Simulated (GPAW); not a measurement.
**KMgH3 (Pm-3m): G0W0 with GPAW, start to end**

How does a plane-wave GW calculation on KMgH3 (Pm-3m) run from the first input to the gap?

Method: LDA and many-body steps on it, plane waves, in GPAW 26.7.0.

### 1. The starting structure

Symmetry: Pm-3m, No. 221, cubic system. Conventional cell: a = 4.025 Å, b = 4.025 Å, c = 4.025 Å, α = 90.00°, β = 90.00°, γ = 90.00°. Nearest to K lie 12 H at 2.85 Å. Nearest to Mg lie 6 H at 2.01 Å. Nearest to H lie 2 Mg at 2.01 Å and 8 H at 2.85 Å and 4 K at 2.85 Å. Farther neighbours are not listed.

Structure file:

```cif
data_structure
_symmetry_space_group_name_H-M 'Pm-3m'
_symmetry_Int_Tables_number 221
_cell_length_a 4.0250
_cell_length_b 4.0250
_cell_length_c 4.0250
_cell_angle_alpha 90.000
_cell_angle_beta 90.000
_cell_angle_gamma 90.000
_cell_volume 65.21
loop_
_atom_site_label
_atom_site_type_symbol
_atom_site_symmetry_multiplicity
_atom_site_Wyckoff_symbol
_atom_site_fract_x
_atom_site_fract_y
_atom_site_fract_z
_atom_site_occupancy
K1 K 1 a 0.00000 0.00000 0.00000 1
Mg1 Mg 1 b 0.50000 0.50000 0.50000 1
H1 H 3 c 0.00000 0.50000 0.50000 1
```

The cell and positions come from the Crystallography Open Database and are kept as given unless a step says otherwise.

### 2. Ground state

This step: GPAW 26.7.0; DFT, LDA, plane waves, PAW.

The ground-state density comes first.

run.py

```python
import json
import numpy as np
from gpaw.mpi import world
from ase import Atoms
from gpaw import GPAW, PW, FermiDirac

atoms = Atoms(['K', 'Mg', 'H', 'H', 'H'],
    cell=[[4.0250000000, 0.0000000000, 0.0000000000],
      [0.0000000000, 4.0250000000, 0.0000000000],
      [0.0000000000, 0.0000000000, 4.0250000000]],
    scaled_positions=[[0.0000000000, 0.0000000000, 0.0000000000],
      [0.5000000000, 0.5000000000, 0.5000000000],
      [0.0000000000, 0.5000000000, 0.5000000000],
      [0.5000000000, 0.0000000000, 0.5000000000],
      [0.5000000000, 0.5000000000, 0.0000000000]],
    pbc=(True, True, True))
calc = GPAW(mode=PW(600),
    xc='LDA',
    kpts={'size': (6, 6, 6), 'gamma': True},
    occupations=FermiDirac(0.001),
    nbands=-8,
    convergence={'density': 1e-6, 'bands': -3},
    maxiter=100,
    txt='gs.txt')
atoms.calc = calc
res = {'energy': atoms.get_potential_energy()}
kpts = calc.get_ibz_k_points()
res['kpts'] = kpts
res['eigenvalues'] = [calc.get_eigenvalues(kpt=k) for k in range(len(kpts))]
res['n_electrons'] = calc.get_number_of_electrons()
calc.write('gs.gpw')

if world.rank == 0:
    with open('result.json', 'w') as f:
        json.dump(res, f, default=lambda x: x.tolist())
```

The run is started by

```bash
mpirun -n 4 gpaw python run.py
```

Numbers of over 12 decimals in the logs are rounded to 6 here.

The program printed:

```text
__  _  _
 | _ |_)|_||  |
 |__||  | ||/\| - 26.7.0

Input parameters:
  mode=PW(ecut=600.0),
  convergence={'density': 1e-06, 'bands': -3},
  kpts=MonkhorstPack(size=(6, 6, 6), gamma=True),
  maxiter=100,
  nbands=-8,
  occupations=Occupations(name='fermi-dirac', width=0.001, fixmagmom=False),
  xc=XC(name='LDA')
  [... matrices ...]
Diagonalizing LCAO Hamiltonian
Converting LCAO to pw mode
   .---------.
  /|         |
 * |         |
 |H|   Mg    |
 | |  H      |
 | .---------.
 |/    H    /
 K---------*

Atoms  # Å, Bohr magnetons
|   | symbol |        x |        y |        z |    initial magnetic moments |
| 0 |      K | 0.000000 | 0.000000 | 0.000000 | ( 0.0000,  0.0000,  0.0000) |
| 1 |     Mg | 2.012500 | 2.012500 | 2.012500 | ( 0.0000,  0.0000,  0.0000) |
| 2 |      H | 0.000000 | 2.012500 | 2.012500 | ( 0.0000,  0.0000,  0.0000) |
| 3 |      H | 2.012500 | 0.000000 | 2.012500 | ( 0.0000,  0.0000,  0.0000) |
| 4 |      H | 2.012500 | 2.012500 | 0.000000 | ( 0.0000,  0.0000,  0.0000) |

Unit cell  # Å
| periodic |        x |        y |        z |  lengths |    angles |
|      yes | 4.025000 | 0.000000 | 0.000000 | 4.025000 | 90.000000 |
|      yes | 0.000000 | 4.025000 | 0.000000 | 4.025000 | 90.000000 |
|      yes | 0.000000 | 0.000000 | 4.025000 | 4.025000 | 90.000000 |

Number of symmetries: 48
Symmetry operations  # r_c * U_cc + t_c -> r_c
|    | kind |            matrix            |
|  0 |  E   |  1, 0, 0,  0, 1, 0,  0, 0, 1 |
|  1 |  σ   |  1, 0, 0,  0, 1, 0,  0, 0,-1 |
|  2 |  σ   |  1, 0, 0,  0, 0, 1,  0, 1, 0 |
|  3 |  C4  |  1, 0, 0,  0, 0, 1,  0,-1, 0 |
|  4 |  C4  |  1, 0, 0,  0, 0,-1,  0, 1, 0 |
|  5 |  σ   |  1, 0, 0,  0, 0,-1,  0,-1, 0 |
|  6 |  σ   |  1, 0, 0,  0,-1, 0,  0, 0, 1 |
|  7 |  C2  |  1, 0, 0,  0,-1, 0,  0, 0,-1 |
|  8 |  σ   |  0, 1, 0,  1, 0, 0,  0, 0, 1 |
|  9 |  C2  |  0, 1, 0,  1, 0, 0,  0, 0,-1 |
| 10 |  C3  |  0, 1, 0,  0, 0, 1,  1, 0, 0 |
| 11 |  S6  |  0, 1, 0,  0, 0, 1, -1, 0, 0 |
| 12 |  S6  |  0, 1, 0,  0, 0,-1,  1, 0, 0 |
| 13 |  C3  |  0, 1, 0,  0, 0,-1, -1, 0, 0 |
| 14 |  C4  |  0, 1, 0, -1, 0, 0,  0, 0, 1 |
| 15 |  S4  |  0, 1, 0, -1, 0, 0,  0, 0,-1 |
| 16 |  C3  |  0, 0, 1,  1, 0, 0,  0, 1, 0 |
| 17 |  S6  |  0, 0, 1,  1, 0, 0,  0,-1, 0 |
| 18 |  σ   |  0, 0, 1,  0, 1, 0,  1, 0, 0 |
| 19 |  C4  |  0, 0, 1,  0, 1, 0, -1, 0, 0 |
| 20 |  C2  |  0, 0, 1,  0,-1, 0,  1, 0, 0 |
| 21 |  S4  |  0, 0, 1,  0,-1, 0, -1, 0, 0 |
| 22 |  S6  |  0, 0, 1, -1, 0, 0,  0, 1, 0 |
| 23 |  C3  |  0, 0, 1, -1, 0, 0,  0,-1, 0 |
| 24 |  S6  |  0, 0,-1,  1, 0, 0,  0, 1, 0 |
| 25 |  C3  |  0, 0,-1,  1, 0, 0,  0,-1, 0 |
| 26 |  C4  |  0, 0,-1,  0, 1, 0,  1, 0, 0 |
| 27 |  σ   |  0, 0,-1,  0, 1, 0, -1, 0, 0 |
| 28 |  S4  |  0, 0,-1,  0,-1, 0,  1, 0, 0 |
| 29 |  C2  |  0, 0,-1,  0,-1, 0, -1, 0, 0 |
| 30 |  C3  |  0, 0,-1, -1, 0, 0,  0, 1, 0 |
| 31 |  S6  |  0, 0,-1, -1, 0, 0,  0,-1, 0 |
| 32 |  C4  |  0,-1, 0,  1, 0, 0,  0, 0, 1 |
| 33 |  S4  |  0,-1, 0,  1, 0, 0,  0, 0,-1 |
| 34 |  S6  |  0,-1, 0,  0, 0, 1,  1, 0, 0 |
| 35 |  C3  |  0,-1, 0,  0, 0, 1, -1, 0, 0 |
| 36 |  C3  |  0,-1, 0,  0, 0,-1,  1, 0, 0 |
| 37 |  S6  |  0,-1, 0,  0, 0,-1, -1, 0, 0 |
| 38 |  σ   |  0,-1, 0, -1, 0, 0,  0, 0, 1 |
| 39 |  C2  |  0,-1, 0, -1, 0, 0,  0, 0,-1 |
| 40 |  σ   | -1, 0, 0,  0, 1, 0,  0, 0, 1 |
| 41 |  C2  | -1, 0, 0,  0, 1, 0,  0, 0,-1 |
| 42 |  C2  | -1, 0, 0,  0, 0, 1,  0, 1, 0 |
| 43 |  S4  | -1, 0, 0,  0, 0, 1,  0,-1, 0 |
| 44 |  S4  | -1, 0, 0,  0, 0,-1,  0, 1, 0 |
| 45 |  C2  | -1, 0, 0,  0, 0,-1,  0,-1, 0 |
| 46 |  C2  | -1, 0, 0,  0,-1, 0,  0, 0, 1 |
| 47 |  i   | -1, 0, 0,  0,-1, 0,  0, 0,-1 |

BZ-sampling:
  Number of BZ points: 216
  Number of IBZ points: 20

  Monkhorst-Pack size: [6, 6, 6]
  Monkhorst-Pack shift: [0.083333, 0.083333, 0.083333]

K-points  # in reciprocal-cell coordinates
|     |                                coordinates |     weight |
|   0 | (  0.00000000,   0.00000000,   0.00000000) | 0.00462963 |
|   1 | (  0.16666667,   0.00000000,   0.00000000) | 0.02777778 |
|   2 | (  0.16666667,   0.16666667,   0.00000000) | 0.05555556 |
|   3 | (  0.16666667,   0.16666667,   0.16666667) | 0.03703704 |
|   4 | (  0.33333333,   0.00000000,   0.00000000) | 0.02777778 |
|   5 | (  0.33333333,   0.16666667,   0.00000000) | 0.11111111 |
|   6 | (  0.33333333,   0.16666667,   0.16666667) | 0.11111111 |
|   7 | (  0.33333333,   0.33333333,   0.00000000) | 0.05555556 |
|   8 | (  0.33333333,   0.33333333,   0.16666667) | 0.11111111 |
|   9 | (  0.33333333,   0.33333333,   0.33333333) | 0.03703704 |
| ... |                                            |            |
|  19 | (  0.50000000,   0.50000000,   0.50000000) | 0.00462963 |

Plane wave coefficients: 2212
Cutoff: 600.0 eV

Spin-components: 1 (collinear spins)
Bands:           19
Projectors:      19
Spin-degeneracy: 2
Datatype:        complex128

  Storage: CPU
  Wave functions: 12_822_720 bytes (3_205_680 per core)
  Projectors: 18_221_760 bytes (4_555_440 per core)
  [... matrices ...]
Parallelization:
  kpt:    4
  domain: 1
  band:   1

Density:
  Valence electrons: 22.0
  Components: 1
  Grid points: [24 24 24]
  Charge: 0.0  # |e|

Potential:
  Grid points: [24 24 24]

species:
  K:
    name:    Potassium
    Z:       19.0
    valence: 9
    core:    10
    charge:  0.0  # [|e|]
    compensation charges:
      type: gauss
      rc: 0.35  # [Å]
      lmax: 2
    cutoffs:
      filter: 1.91  # [Å]
      core: 1.27  # [Å]
    projectors
    | kind |    occ | energy [eV] | rcut [Å] |
    |   3s |  2.000 |     -35.177 |    1.122 |
    |   4s |  1.000 |      -2.428 |    1.122 |
    |   3p |  6.000 |     -18.839 |    1.106 |
    |    p |        |       8.373 |    1.106 |
    |    d |        |       0.000 |    0.937 |

    Using partial waves for K as LCAO basis

  Mg:
    name:    Magnesium
    Z:       12.0
    valence: 10
    core:    2
    charge:  0.0  # [|e|]
    compensation charges:
      type: gauss
      rc: 0.33  # [Å]
      lmax: 2
    cutoffs:
      filter: 1.86  # [Å]
      core: 0.54  # [Å]
    projectors
    | kind |    occ | energy [eV] | rcut [Å] |
    |   2s |  2.000 |     -79.291 |    1.090 |
    |   3s |  2.000 |      -4.782 |    1.090 |
    |   2p |  6.000 |     -46.725 |    1.085 |
    |   3p |  0.000 |      -1.374 |    1.085 |
    |    d |        |       0.000 |    1.037 |

    Using partial waves for Mg as LCAO basis

  H:
    name:    Hydrogen
    Z:       1.0
    valence: 1
    core:    0
    charge:  0.0  # [|e|]
    compensation charges:
      type: gauss
      rc: 0.15  # [Å]
      lmax: 2
    cutoffs:
      filter: 0.85  # [Å]
      core: 0.53  # [Å]
    projectors
    | kind |    occ | energy [eV] | rcut [Å] |
    |   1s |  1.000 |      -6.353 |    0.476 |
    |    s |        |      20.858 |    0.476 |
    |    p |        |       0.000 |    0.476 |

    Using partial waves for H as LCAO basis

Reference energy: -21804.286877  # eV

eigensolver:
  PPCG
  Converge bands: -3
  niter=2

density mixing:
  MSR1-Mixer
  Pratt-step length: 0.05
  Maximum mixing coefficient: 0.75
  Old densities: 10
  SVD Regularization: 0.005
  Good broyden scale: 1.0
  Trust region scale: 1.0
  Backstep threshold: 4.0
  History deletion threshold: 6.0
  Fourier metric: weight=20.0, sigma=0.015

occupation numbers:
  Fermi-Dirac:
    width: 0.0010  # eV

poisson solver:
  ecut: 4800.0  # eV

xc functional:
  name: None

Initialization done in: 1.427 s

convergence criteria:
- Maximum integral of absolute [dens]ity change: 1e-06 electrons / valence electron
- Maximum [total energy] change in last 3 cyles: 0.0005 eV / valence electron
- Maximum integral of absolute [eigenst]ate change: 4e-08 eV^2 / valence electron
maximum number of iterations: 100

SCF iterations
|iter     |     time |      energy | eigst |  dens |
|iter:   1|  |  -16.617091 | +1.07 |       |
|iter:   2|  |  -16.428042 | +0.45 | -1.00 |
|iter:   3|  |  -15.345270 | -0.07 | -1.03 |
|iter:   4|  |  -15.321833 | -1.25 | -1.70 |
|iter:   5|  |  -15.322399 | -2.47 | -2.31 |
|iter:   6|  |  -15.322472c| -3.28 | -2.86 |
|iter:   7|  |  -15.322472c| -4.19 | -4.06 |
|iter:   8|  |  -15.322472c| -4.80 | -4.85 |
|iter:   9|  |  -15.322472c| -5.64 | -5.41 |
|iter:  10|  |  -15.322472c| -6.19 | -6.41c|
|iter:  11|  |  -15.322472c| -6.84 | -7.01c|
|iter:  12|  |  -15.322472c| -7.38 | -8.25c|
|iter:  13|  |  -15.322472c| -7.92c| -8.84c|

Converged in 13 steps
SCF loop duration: 4.671 s (0.359 s/step)
Energy contributions relative to reference atoms: (reference = -21804.286877)
  [... matrices ...]
Energy contributions:
  Kinetic:           3.081931
  Coulomb:          -2.460208
  Zero:             -0.761924
  External:          0.000000
  Xc:              -15.182271
  Entropy:          -0.000000
  Spinorbit:         0.000000
  ----------------------------
  Free energy:     -15.322472
  Extrapolated:    -15.322472

dipole moment: (-16.602458, -16.602458, -16.602458)  # |e|*Ang

Fermi level: 1.674
Eigenvalues  # (at kpt = [0.000, 0.000, 0.000])
| band index |      eig [eV] | occ [0-2] |
|          0 |       -72.435 |     2.000 |
|        ... |               |           |
|          3 |       -39.882 |     2.000 |
|          4 |       -27.397 |     2.000 |
|          5 |       -11.092 |     2.000 |
|          6 |       -11.092 |     2.000 |
|          7 |       -11.092 |     2.000 |
|          8 |        -4.277 |     2.000 |
|          9 |         0.857 |     2.000 |
|         10 |         0.857 |     2.000 |
|         11 |         6.834 |     0.000 |
|         12 |         6.834 |     0.000 |
|         13 |         6.834 |     0.000 |
|         14 |         9.163 |     0.000 |
|         15 |         9.163 |     0.000 |
|         16 |        10.033 |     0.000 |
|         17 |        10.033 |     0.000 |
|         18 |        10.808 |     0.000 |

Gap: 2.058 eV
Transition (v -> c):
  (s=0, k=10, n=10, [0.50, 0.00, 0.00]) -> (s=0, k=19, n=11, [0.50, 0.50, 0.50])
Direct/indirect transitions are different
Direct gap: 4.218 eV
Transition at: (s=0, k=19, n=10, [0.50, 0.50, 0.50])
# Writing to gs.gpw (mode='')
  [... matrices ...]
```

Elapsed: 8 s, on 4 MPI ranks of Arm Neoverse V1, shared host; peak memory 0.66 GiB; 32 s of CPU time.

This step gave:

```yaml
total_energy: -15.32 eV
gap: 2.058 eV
k_of_the_valence_top: 0.5, 0, 0
k_of_the_conduction_bottom: 0.5, 0.5, 0.5
least_direct_gap: 4.218 eV
```

The gap is indirect, with the least direct gap 2.16 eV higher.

### 3. Bands along the symmetry lines

The cheap functional maps the bands first; the places of the edges decide which points the dearer methods must see.

run.py

```python
import json
import numpy as np
from gpaw.mpi import world
from gpaw import GPAW

path = [[0.000000, 0.000000, 0.000000],
    [0.000000, 0.062500, 0.000000],
    [0.000000, 0.125000, 0.000000],
    [0.000000, 0.187500, 0.000000],
    [0.000000, 0.250000, 0.000000],
    [0.000000, 0.312500, 0.000000],
    [0.000000, 0.375000, 0.000000],
    [0.000000, 0.437500, 0.000000],
    [0.000000, 0.500000, 0.000000],
    [0.062500, 0.500000, 0.000000],
    [0.125000, 0.500000, 0.000000],
    [0.187500, 0.500000, 0.000000],
    [0.250000, 0.500000, 0.000000],
    [0.312500, 0.500000, 0.000000],
    [0.375000, 0.500000, 0.000000],
    [0.437500, 0.500000, 0.000000],
    [0.500000, 0.500000, 0.000000],
    [0.437500, 0.437500, 0.000000],
    [0.375000, 0.375000, 0.000000],
    [0.312500, 0.312500, 0.000000],
    [0.250000, 0.250000, 0.000000],
    [0.187500, 0.187500, 0.000000],
    [0.125000, 0.125000, 0.000000],
    [0.062500, 0.062500, 0.000000],
    [0.000000, 0.000000, 0.000000],
    [0.062500, 0.062500, 0.062500],
    [0.125000, 0.125000, 0.125000],
    [0.187500, 0.187500, 0.187500],
    [0.250000, 0.250000, 0.250000],
    [0.312500, 0.312500, 0.312500],
    [0.375000, 0.375000, 0.375000],
    [0.437500, 0.437500, 0.437500],
    [0.500000, 0.500000, 0.500000],
    [0.437500, 0.500000, 0.437500],
    [0.375000, 0.500000, 0.375000],
    [0.312500, 0.500000, 0.312500],
    [0.250000, 0.500000, 0.250000],
    [0.187500, 0.500000, 0.187500],
    [0.125000, 0.500000, 0.125000],
    [0.062500, 0.500000, 0.062500],
    [0.000000, 0.500000, 0.000000],
    [0.500000, 0.500000, 0.500000],
    [0.500000, 0.500000, 0.437500],
    [0.500000, 0.500000, 0.375000],
    [0.500000, 0.500000, 0.312500],
    [0.500000, 0.500000, 0.250000],
    [0.500000, 0.500000, 0.187500],
    [0.500000, 0.500000, 0.125000],
    [0.500000, 0.500000, 0.062500],
    [0.500000, 0.500000, 0.000000]]
calc = GPAW('gs.gpw').fixed_density(kpts=path,
    symmetry='off',
    nbands=21,
    convergence={'bands': 17},
    txt='bands.txt')
res = {}
kpts = calc.get_ibz_k_points()
res['kpts'] = kpts
res['eigenvalues'] = [calc.get_eigenvalues(kpt=k) for k in range(len(kpts))]
res['n_electrons'] = calc.get_number_of_electrons()

if world.rank == 0:
    with open('result.json', 'w') as f:
        json.dump(res, f, default=lambda x: x.tolist())
```

The run is started by

```bash
mpirun -n 4 gpaw python run.py
```

The program printed:

```text
Diagonalizing LCAO Hamiltonian
Converting LCAO to pw mode
convergence criteria:
- Maximum integral of absolute [eigenst]ate change: 4e-08 eV^2 / valence electron
maximum number of iterations: 100

SCF iterations
|iter     |     time |      energy | eigst |  dens |
|iter:   1|  |             | +1.80 |       |
|iter:   2|  |             | +0.81 |       |
|iter:   3|  |             | +0.20 |       |
[...]
|iter:  11|  |             | -6.49 |       |
|iter:  12|  |             | -6.93 |       |
|iter:  13|  |             | -7.44c|       |
SCF steps: 13
  __  _  _
 | _ |_)|_||  |
 |__||  | ||/\| - 26.7.0

Input parameters:
  mode=PW(ecut=600.0),
  convergence={'bands': 17},
  gpts=array([24, 24, 24]),
  kpts=KPoints(kpts=array([[0.    , 0.    , 0.    ],
         [0.    , 0.0625, 0.    ],
         [0.    , 0.125 , 0.    ],
         [0.    , 0.1875, 0.    ],
         [0.    , 0.25  , 0.    ],
         [0.    , 0.3125, 0.    ],
         [0.    , 0.375 , 0.    ],
         [0.    , 0.4375, 0.    ],
[...]
[0.0625, 0.5   , 0.    ],
[...]
[0.1875, 0.5   , 0.    ],
[...]
[0.3125, 0.5   , 0.    ],
[...]
[0.4375, 0.5   , 0.    ],
[...]
[0.4375, 0.4375, 0.    ],
[...]
[0.3125, 0.3125, 0.    ],
[...]
[0.1875, 0.1875, 0.    ],
[...]
[0.0625, 0.0625, 0.    ],
[...]
[0.0625, 0.0625, 0.0625],
[...]
[0.1875, 0.1875, 0.1875],
[...]
[0.3125, 0.3125, 0.3125],
[...]
[0.4375, 0.4375, 0.4375],
[...]
[0.4375, 0.5   , 0.4375],
[...]
[0.3125, 0.5   , 0.3125],
[...]
[0.1875, 0.5   , 0.1875],
[...]
[0.0625, 0.5   , 0.0625],
[...]
[0.5   , 0.5   , 0.4375],
[...]
[0.5   , 0.5   , 0.3125],
         [0.5   , 0.5   , 0.25  ],
         [0.5   , 0.5   , 0.1875],
         [0.5   , 0.5   , 0.125 ],
         [0.5   , 0.5   , 0.0625],
         [0.5   , 0.5   , 0.    ]])),
  maxiter=100,
  nbands=21,
  occupations=Occupations(name='fermi-dirac', width=0.001, fixmagmom=False),
  parallel={},
  symmetry=Symmetry(point_group=False, time_reversal=False),
  xc=XC(name='LDA')
  [... matrices ...]
timing:  # [seconds]
  Total: 0.028  # ━━━━━━━━━━━━━━━━━━━━━━━━━━━━━━━━━━━━━━━━━━━━━━━━━━━━━━━━━━━
```

Elapsed: 13 s, on 4 MPI ranks; peak memory 0.74 GiB; 52 s of CPU time.

Numbers from this step:

```yaml
gap: 2.058 eV
k_of_the_valence_top: 0, 0.5, 0
k_of_the_conduction_bottom: 0.5, 0.5, 0.5
least_direct_gap: 4.218 eV
```

The gap is 2.058 eV, as in the run before at this level.

The electronic bands at the labelled points (eV, zero at the top of the highest filled band):

| point | band 8 | band 9 | band 10 | band 11 | band 12 | band 13 | band 14 | band 15 |
| --- | --- | --- | --- | --- | --- | --- | --- | --- |
| Γ | -12.44 | -5.63 | -0.49 | -0.49 | 5.49 | 5.49 | 5.49 | 7.81 |
| halfway | -12.43 | -5.04 | -1.43 | -0.27 | 5.28 | 5.28 | 5.95 | 6.53 |
| X | -12.42 | -3.93 | -2.88 | 0.00 | 5.06 | 5.06 | 5.53 | 7.32 |
| halfway | -12.41 | -3.62 | -2.48 | -0.92 | 4.49 | 5.54 | 5.57 | 7.12 |
| M | -12.40 | -3.02 | -2.00 | -2.00 | 3.27 | 6.02 | 6.58 | 6.58 |
| halfway | -12.42 | -4.54 | -1.39 | -0.96 | 4.70 | 5.45 | 5.61 | 7.41 |
| Γ | -12.44 | -5.63 | -0.49 | -0.49 | 5.49 | 5.49 | 5.49 | 7.81 |
| halfway | -12.52 | -4.10 | -1.36 | -1.36 | 3.43 | 5.96 | 5.96 | 7.16 |
| R | -12.58 | -2.16 | -2.16 | -2.16 | 2.06 | 5.34 | 5.34 | 5.34 |
| halfway | -12.50 | -3.29 | -2.28 | -1.33 | 3.94 | 4.82 | 5.30 | 6.77 |
| X | -12.42 | -3.93 | -2.88 | 0.00 | 5.06 | 5.06 | 5.53 | 7.32 |
| jump to R | -12.58 | -2.16 | -2.16 | -2.16 | 2.06 | 5.34 | 5.34 | 5.34 |
| halfway | -12.49 | -2.65 | -2.08 | -2.08 | 3.51 | 4.12 | 5.81 | 5.81 |
| M | -12.40 | -3.02 | -2.00 | -2.00 | 3.27 | 6.02 | 6.58 | 6.58 |

The electronic bands as a text plot (rows in eV, shown from -8.0 to 7.1 only):

```
    6.8 |  ++ ++ +++++++++++   +      ++            ++  +
    6.2 |   ++       ++++++   ++     +++++        ++  ++      +++
    5.6 |++++ +++++++     +++++++++++     ++++++++++++++++++++  +
    4.9 |    +++++++        ++++   ++      +++  +++++ ++++++   +
    4.3 |           +      +         +               +      +++
    3.7 |            ++ +++           ++++        +++        +++
    3.0 |              +                  +++    +          +   +
    2.4 |                                    +  +         ++
    1.8 |                                     ++
    1.1 |
    0.5 |
   -0.1 | *********                                     **
   -0.7 |***       **       ************             ***
   -1.4 |   *        *    *****         ***       ***
   -2.0 |    **      ******                **********     *******
   -2.6 |      ******                      ***   *** *****  ****
   -3.3 |            ******               *         **          *
   -3.9 |      ******      *            **            ****
   -4.5 |    **             **        **
   -5.2 | ***                 **     *
   -5.8 |*                      *****
   -6.4 |
   -7.1 |
   -7.7 |
         Γ      X      M          Γ            R        X|R     M
```

(Continued in part 2 of 2.)

[Paths, hosts, dates, memory and timing lines, banners, echoed tables and standing remarks are left out of the program output.]

[Logs are printed without paths, hosts, clocks, repeated set-up lines and the standing remarks that a program may print on its own settings, such as how far it seeks lower states.]

[Runs of the session that timed out or met a known fault of the program may be left out.]

[Hosts, paths, dates, database ids (printed as entryN), source tags and the programs' standing remarks are cut or masked in the printed files.]
